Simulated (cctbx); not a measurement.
# What is wrong with this refinement?

Cell a = 4.3310 Å, b = 11.3520 Å, c = 14.6440 Å, α = 90.00°, β = 90.00°, γ = 90.00°; space group Cmcm (no. 63).

The data are simulated with cctbx, not measured: Mo Kα, λ = 0.71073 Å, to d = 0.7 Å, 80 % of the full sphere, strongest reflection 70000 counts, noise from counting, a 4 % proportional error and a noise floor of 8 counts (s.d.); no absorption.

An anisotropic refinement with weights 1/σ² prints:

```text
Rint 0.033, 642 unique reflections to 0.70 A
cycle     R1     wR2    GooF  max shift (A)
   1  0.4035  0.7252  27.956   0.08188
   5  0.3711  0.6632  25.568   0.00033
final R1 0.3711 wR2 0.6632 GooF 25.568  parameters 20  data/parameter 32.1
atom        x        y        z      Ueq    occ   su(xyz)  su(Uiso or U11)
Pb1    0.00000  0.33285  0.75000   0.0059  1.000  0.00065  0.0030
Pb2    0.50000  0.11237  0.95675   0.0071  1.000  0.00048  0.0022  NPD
Zr1    0.50000  0.13076  0.75000   0.0357  1.000  0.00379  0.0073  NPD
Fe1    0.50000  0.28805  0.41574   0.0095  1.000  0.00227  0.0070
difference map: max 188.24 min -29.81 rms 10.69
Q1    0.0000  0.0753  0.1116    8  193.12  3.14 A from Pb1
Q2    0.0000  0.3349  0.7500    4  176.70  0.02 A from Pb1
Q3    0.0000  0.3883  0.0436    8  165.08  0.01 A from Pb2
Q4    0.0000  0.3633  0.2500    4   94.25  0.07 A from Zr1
Q5    0.0000  0.2223  0.5689    8   35.87  0.25 A from Fe1
Q6    0.0000  0.0200  0.0719    8   32.26  2.64 A from Fe1
```

Q: Accept it or mend it, and why?

Mend it. The fault: an atom left out, Zr at (1/2, 0.4230, 0.8885). Against the right model at the same level, R1 goes from 0.0105 to 0.3711 and GooF from 0.95 to 25.57, the top difference peak, 193.1 e/Å³, lies 3.14 Å from Pb1 and Pb2 and Zr1 go non-positive-definite. Q1 is the missing atom. With scattering power missing, scale and phases suffer, so peaks may also grow on the heavy atoms.

The compound is Zr3Fe2Pb3. The right model at the same level gives:

```text
Rint 0.033, 642 unique reflections to 0.70 A
cycle     R1     wR2    GooF  max shift (A)
   1  0.0491  0.1449   5.612   0.00146
   2  0.0105  0.0246   0.951   0.00000
final R1 0.0105 wR2 0.0246 GooF 0.951  parameters 26  data/parameter 24.7
atom        x        y        z      Ueq    occ   su(xyz)  su(Uiso or U11)
Pb1    0.00000  0.33369  0.75000   0.0110  1.000  0.00002  0.0001
Pb2    0.50000  0.11122  0.95700   0.0125  1.000  0.00001  0.0001
Zr1    0.50000  0.13400  0.75000   0.0175  1.000  0.00005  0.0003
Zr2    0.50000  0.42298  0.88852   0.0104  1.000  0.00003  0.0001
Fe1    0.50000  0.28087  0.41745   0.0183  1.000  0.00005  0.0003
difference map: max 1.49 min -0.98 rms 0.22
Q1    0.0000  0.5000  0.0000    4    1.49  1.41 A from Pb2
Q2    0.0000  0.2143  0.1291    8    0.93  1.58 A from Zr2
Q3    0.2306  0.0689  0.5364   16    0.89  1.27 A from Pb2
Q4    0.0000  0.2142  0.7113    8    0.82  1.47 A from Pb1
Q5    0.0000  0.0582  0.7271    8    0.75  2.29 A from Zr2
Q6    0.0000  0.1598  0.2500    4    0.69  2.17 A from Pb1
```

This is a model crystal, built by substitution and not relaxed, with assumed displacement parameters.

[Middle refinement cycles are left out of these outputs.]

[Logs are printed without paths, hosts, clocks, repeated set-up lines and the standing remarks that a program may print on its own settings, such as how far it seeks lower states.]
